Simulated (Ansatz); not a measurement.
# Elastic response of cubic perovskite-type RbCaH3, size series (135 atoms): runs compared

Aim: relax cubic perovskite-type RbCaH3, size series (135 atoms), then change its volume and shape to read moduli from the stress.

Computed with Ansatz 0.2.0: Kohn-Sham DFT, r2SCAN, PAW (set soft_2), plane waves.

## Step 1: The cell as built

The cell holds 135 atoms: 27 Rb, 27 Ca and 81 H. Its edges and angles: a = 13.641 Å, b = 13.641 Å, c = 13.641 Å, α = 90.0°, β = 90.0°, γ = 90.0°. It derives from RbCaH3 (cubic perovskite-type), repeated 3×3×3. Cubic perovskite-type RbCaH3 (cell 4.547, 4.547, 4.547, 90, 90, 90), 3 x 3 x 3 conventional cells; every coordinate displaced by a Gaussian of 0.05 Å.

Limits known from the start: Sampling is at Γ alone.

## Step 2: The reference run

The reference is a single point at the end of the relaxation.

Every strained cell starts from the geometry of this run, and its atoms are relaxed with the cell held.

Its input, with most atom lines left out:

```yaml
crystal:
  lattice:
    - [13.54219, -0.00018, -0.00251]
    - [-0.00018, 13.54349, -0.00055]
    - [-0.00251, -0.00055, 13.54124]
  atoms:
    - { symbol: Rb, position: [0.99987, 0.00045, 7.0e-05] }
    - { symbol: Ca, position: [0.16627, 0.16652, 0.16703] }
    - { symbol: H, position: [0.16599, 0.16539, 0.00025] }
    - { symbol: H, position: [0.99956, 0.16706, 0.16747] }
    - { symbol: H, position: [0.16569, 0.99998, 0.16715] }
    - { symbol: Rb, position: [0.99977, 0.99984, 0.33386] }
    - { symbol: Ca, position: [0.16618, 0.1666, 0.50014] }
    [... atom lines 8 to 135 left out ...]
kpoints:
  mp_grid: { grid: [1, 1, 1] }
hamiltonian:
  xc: r2scan
scf:
  occupations: { method: gaussian, width: 0.05 }
output:
  forces: true
  stress: true
  populations: true
  dos:
    method: { smearing: { sigma: 0.15 } }
    de: 0.1
    projected: { site_lists: { Ca: [Ca], H: [H], Rb: [Rb] } }
  eigenvalues: true
  write_density: true
  write_potential: true
  volumetric_format: npy
```

* free energy per atom: -1029.9987 eV/atom
* r.m.s. force component: 0.00303 eV/Å
* pressure: -0.00862 GPa

Filled and empty levels are parted by 4.62 eV at Γ alone; the mesh holds the band edges only if they fold onto it, so the gap at this level can be narrower or closed, while semilocal functionals tend to narrow gaps against experiment.

## Step 3: The runs

Each row is one run, on 4 threads of Arm Neoverse V1, shared host. The free energy is the program's total, comparable only between runs with the same functional, potentials and atoms.

```csv
run,atoms,outcome,"ionic steps, all passes",free energy (eV),time,host memory (GiB)
Single point at the start,135,converged,-,-139048.342,73 s,6.3
Cell and atoms relaxed,135,converged,4,-139049.822,4.5 min,6.3
Single point at the relaxed geometry,135,converged,-,-139049.822,1.9 min,6.3
Volume -3 %,135,converged,2,-139049.641,3 min,6.2
Volume +3 %,135,converged,2,-139049.649,3.2 min,6.3
Volume -6 %,135,converged,2,-139049.042,3 min,6.2
Volume +6 %,135,converged,2,-139049.164,3.4 min,7.1
Volume -10 %,135,converged,2,-139047.493,2.6 min,5.7
Stretched by 1 % along x,135,converged,2,-139049.780,3 min,6.2
Compressed by 1 % along x,135,converged,2,-139049.780,3 min,6.2
```

In some runs the program notes that the SCF threshold is loose for the stress.

## Step 4: Pressure against volume

Atoms are relaxed at each volume, in the scaled cell.

| volume change (%) | volume (Å³/atom) | energy change (meV/atom) | pressure (GPa) | largest move on relaxing (Å) | bonds | gap (eV) |
| --- | --- | --- | --- | --- | --- | --- |
| -10 | 16.557 | 17.26 | 3.27 | 0.00 | 486 | 4.67 |
| -6 | 17.293 | 5.78 | 1.77 | 0.00 | 486 | 4.66 |
| -3 | 17.845 | 1.34 | 0.82 | 0.00 | 486 | 4.64 |
| +0 | 18.397 | 0.00 | -0.01 | - | 486 | 4.62 |
| +3 | 18.949 | 1.29 | -0.72 | 0.00 | 486 | 4.61 |
| +6 | 19.501 | 4.88 | -1.35 | 0.00 | 486 | 4.58 |

## Step 5: Uniaxial strain and shear

Stress (GPa, compression positive) less that of the relaxed cell, atoms relaxed:

```csv
strain,xx,yy,zz,xy,energy change (meV/atom)
stretched by 1 % along x,-0.530,-0.105,-0.105,0.000,0.32
compressed by 1 % along x,0.578,0.110,0.110,0.000,0.31
```

## Step 6: What came out

The bulk modulus, from the slope of pressure against ln V over the three points nearest the relaxed volume, is 25.7 GPa; a quadratic over all points gives a pressure derivative of about 4.0. The gap goes from 4.67 eV at the smallest volume to 4.58 eV at the largest, -0.5 eV per unit of ln V by a straight line, on the run's k-points. In the Cartesian axes of the cell, finite differences give C11 = 55.4, C12 = 10.8 and C13 = 10.8 GPa. The mean of C11, C12 and C13, which equals the bulk modulus in a cubic or isotropic solid, is 25.6 GPa: it agrees with the bulk modulus within 10 %.

**Limits.** Strains are finite and relaxations stop at the force tolerance of the input, which can leave moduli too stiff; they are those of a static cell at zero temperature. Volumes are changed with the cell's shape held, so in an anisotropic solid the modulus lies over the one under free hydrostatic load. The program notes that the SCF threshold of the relaxations is loose for the stress.

The DFT runs together took 29 min of wall time.

[Logs are printed without paths, hosts, clocks, repeated set-up lines and the standing remarks that a program may print on its own settings, such as how far it seeks lower states.]

[Hosts, paths, dates, database ids (printed as entryN), source tags and the programs' standing remarks are cut or masked in the printed files.]
